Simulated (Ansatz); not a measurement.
Planning a GW calculation on CsPbCl3 (Pm-3m).

```yaml
crystal:
  lattice:
    - [5.60500, 0.00000, 0.00000]
    - [0.00000, 5.60500, 0.00000]
    - [0.00000, 0.00000, 5.60500]
  atoms:
    - { symbol: Cs, position: [0.00000, 0.00000, 0.00000] }
    - { symbol: Pb, position: [0.50000, 0.50000, 0.50000] }
    - { symbol: Cl, position: [0.50000, 0.50000, 0.00000] }
    - { symbol: Cl, position: [0.00000, 0.50000, 0.50000] }
    - { symbol: Cl, position: [0.50000, 0.00000, 0.50000] }
```

The cell and positions come from the Crystallography Open Database and are kept as given unless a step says otherwise. Spin-orbit coupling is left out unless a run names it.

Runs so far (Ansatz 0.2.0, start PBE, PAW set soft_1 files, 2×2×2 mesh). Times are wall times on 1 × NVIDIA H100 80GB HBM3 (shared by 6 runs) with 2 threads of AMD EPYC 7R13 (Zen 3), shared host, good to a factor of about two.

| bands summed | cutoff (eV) | gap on the mesh (eV) | time |
| --- | --- | --- | --- |
| 163 | 50 | 2.788 | 7.9 s |
| 421 | 100 | 2.958 | 6.3 s |
| 756 | 150 | 3.108 | 10 s |

Q: What should the next rung give, with 1326 bands and screening to 220 eV, and where is the limit?

The error falls about as one over the bands when the cutoff rises with them. A line through the two highest rungs given predicts 3.189 eV; the run gave 3.231 eV, a miss of 0.042 eV, so the law fails here: the steps don't follow it yet. The two highest rungs put the limit near 3.394 eV, the pair below near 3.297 eV; neither can be trusted until a further rung is run.

Gaps are over the mesh's points; an edge off the mesh would be missed. Limits: not at the basis limit; no spin-orbit coupling; coarse k mesh.

[Paths, hosts, dates, memory and timing lines, banners, echoed tables and standing remarks are left out of the program output.]

[Logs are printed without paths, hosts, clocks, repeated set-up lines and the standing remarks that a program may print on its own settings, such as how far it seeks lower states.]

[Runs of the session that timed out or met a known fault of the program may be left out.]

[Cells called generated may have been cut or substituted from an entry of the Crystallography Open Database or the Materials Project.]

[Hosts, paths, dates, database ids (printed as entryN), source tags and the programs' standing remarks are cut or masked in the printed files.]
